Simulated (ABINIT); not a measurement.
Computed results, one entry a study.

```cif
data_algan2
_symmetry_space_group_name_H-M 'P3m1'
_symmetry_Int_Tables_number 156
_cell_length_a 3.1453
_cell_length_b 3.1453
_cell_length_c 5.0969
_cell_angle_alpha 90.000
_cell_angle_beta 90.000
_cell_angle_gamma 120.000
_cell_volume 43.67
loop_
_atom_site_label
_atom_site_type_symbol
_atom_site_symmetry_multiplicity
_atom_site_Wyckoff_symbol
_atom_site_fract_x
_atom_site_fract_y
_atom_site_fract_z
_atom_site_occupancy
Al1 Al 1 a 0.00000 0.00000 0.99926 1
Ga1 Ga 1 c 0.66667 0.33333 0.49717 1
N1 N 1 c 0.66667 0.33333 0.11180 1
N2 N 1 a 0.00000 0.00000 0.62816 1
_calc_subject 'AlGaN2 (P3m1): a self-consistent loop beyond G0W0, cycle by cycle'
_calc_method 'RPA screening on LDA from quasiparticle energies and orbitals, plane waves, norm-conserving pseudopotentials (and 4 further levels or steps)'
_calc_program 'ABINIT 10.8.3'
_calc_settings 'cutoff 36 Ha, PseudoDojo scalar-relativistic 0.4.1 standard, norm-conserving, ngkpt (3, 3, 2), nband 30, ecuteps 3.2 Ha, gwcalctyp 27, nfreqre 1, inclvkb 2, shiftk (0, 0, 0), symchi 1, awtr 1, frequency static, cycle 6, q points all but q = 0, 3×3×2 k-mesh'
_calc_cost '19 runs, 100 s in all on 4 MPI ranks of Arm Neoverse V1, shared host'
_calc_notes 'The program’s warnings: nkpt*nsppol () is not a multiple of nproc spkpt (). The cell and positions are those that the Materials Project relaxed with its own functionals (PBE, PBE+U or r2SCAN), kept fixed. Limits: no spin-orbit coupling. The 3×3×2 mesh is coarse for this cell, which bears on the long-range parts of exchange and screening. The norm-conserving file of at least one element keeps a d shell over frozen s and p shells of the same row. Exchange with those shells is missing from the self-energy, an error of 0.3 to 0.9 eV in cases checked, whose sign depends on which edge lies on those atoms.'
_calc_g0w0 '3.835 eV'
_calc_self_consistent_cohsex_cycle_1 '4.724 eV'
_calc_self_consistent_cohsex_cycle_2 '5.128 eV'
_calc_self_consistent_cohsex_cycle_3 '5.189 eV'
_calc_self_consistent_cohsex_cycle_4 '5.178 eV'
_calc_self_consistent_cohsex_cycle_5 '5.159 eV'
_calc_self_consistent_cohsex_cycle_6 '5.145 eV'
_calc_known_limits 'short of the basis limit; exchange with frozen shells missing; no spin-orbit coupling; coarse k mesh'
```

[Long decimals in the printed logs are rounded to 6 places.]

[Logs are printed without paths, hosts, clocks, repeated set-up lines and the standing remarks that a program may print on its own settings, such as how far it seeks lower states.]

[Paths, hosts, dates, memory and timing lines, banners, echoed tables and standing remarks are left out of the program output; an Ansatz launch command may be rebuilt from the run's recorded settings. Measured values are a selection of at most five: reports struck by readers or far from the other reports are left out. None is set beside runs whose start may be inverted or whose files or cutoffs have a known fault.]

[Runs of the session that timed out or met a known fault of the program may be left out.]

[Hosts, paths, dates, database ids (printed as entryN), source tags and the programs' standing remarks are cut or masked in the printed files.]

[G0W0 gaps are taken among the corrected bands and points alone; a level outside them can change the order at an edge.]

[Where Ansatz stands beside ABINIT at settings called matched, ABINIT's density can come from a denser mesh and the files from another edition; pairs whose starting gaps differed by over 0.03 eV were left out, so agreement reads better than it is.]
